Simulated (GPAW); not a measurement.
# C (Fd-3m): refractive index against wavelength

The refractive index of C (Fd-3m) below the direct gap (5.55 eV on the mesh) is read from one computed spectrum, n = √(Re ε).

Symmetry: Fd-3m, No. 227, cubic system. The conventional cell has a = 3.567 Å, b = 3.567 Å, c = 3.567 Å, α = 90.00°, β = 90.00°, γ = 90.00°. Around C on site a lie 4 C at 1.54 Å.

Method: GPAW 26.7.0, LDA, RPA, k-mesh 18×18×18, local fields up to 80 eV, Lorentzian half width 0.1 eV.

Launch of the response step: `OMP_NUM_THREADS=1 python df.py`. The run took 18 s, its band step included, on 1 thread of Arm Neoverse V2, with other jobs on the host.

| wavelength (nm) | photon energy E (eV) | n |
| --- | --- | --- |
| 850 | 1.459 | 2.4300 |
| 700 | 1.771 | 2.4398 |
| 633 | 1.959 | 2.4467 |
| 532 | 2.331 | 2.4628 |
| 450 | 2.755 | 2.4857 |
| 405 | 3.061 | 2.5056 |
| 365 | 3.397 | ? |

In the single-oscillator model n² − 1 = E₀E_d/(E₀² − E²), so 1/(n² − 1) = E₀/E_d − E²/(E₀E_d) is linear in E².

Working, on the rows shown:

| x = E² (eV²) | y = 1/(n² − 1) |
| --- | --- |
| 2.12762 | 0.203878 |
| 3.13716 | 0.201913 |
| 3.83641 | 0.200548 |
| 5.43137 | 0.197418 |
| 7.59115 | 0.193098 |
| 9.37179 | 0.189465 |

Means: x̄ = 5.2493, ȳ = 0.19772. Σ(x − x̄)(y − ȳ) = -0.07699, Σ(x − x̄)² = 38.71. Slope = -0.07699 / 38.71 = -0.001989; intercept = ȳ − slope · x̄ = 0.20816. Turned back into n, the line misses the rows shown by at most 0.00032.

Q: Predict the last column of the withheld row from the fit.

A: At x = 11.538 the line gives y = 0.18521, that is 2.5297. The run gave 2.5313, so the extrapolation is off by 0.0016, 1.6 % of the range in the table.

Refitted with all rows, the slope is -0.00201 and the intercept 0.20825. These give E₀ = √(intercept/−slope) = 10.18 eV and E_d = E₀/intercept = 48.9 eV; E₀ is 1.8 times the direct gap. The electronic limit at long wavelengths, without lattice vibrations, is n = √(1 + 1/intercept) = 2.409. Excitons are left out; LDA gaps are as a rule too small. The values come from a sum over the points of one k-mesh and carry its error, which grows as the direct gap shrinks. The local-field cutoff holds few shells of reciprocal vectors for this small cell, so ε∞ can read a few per cent high.
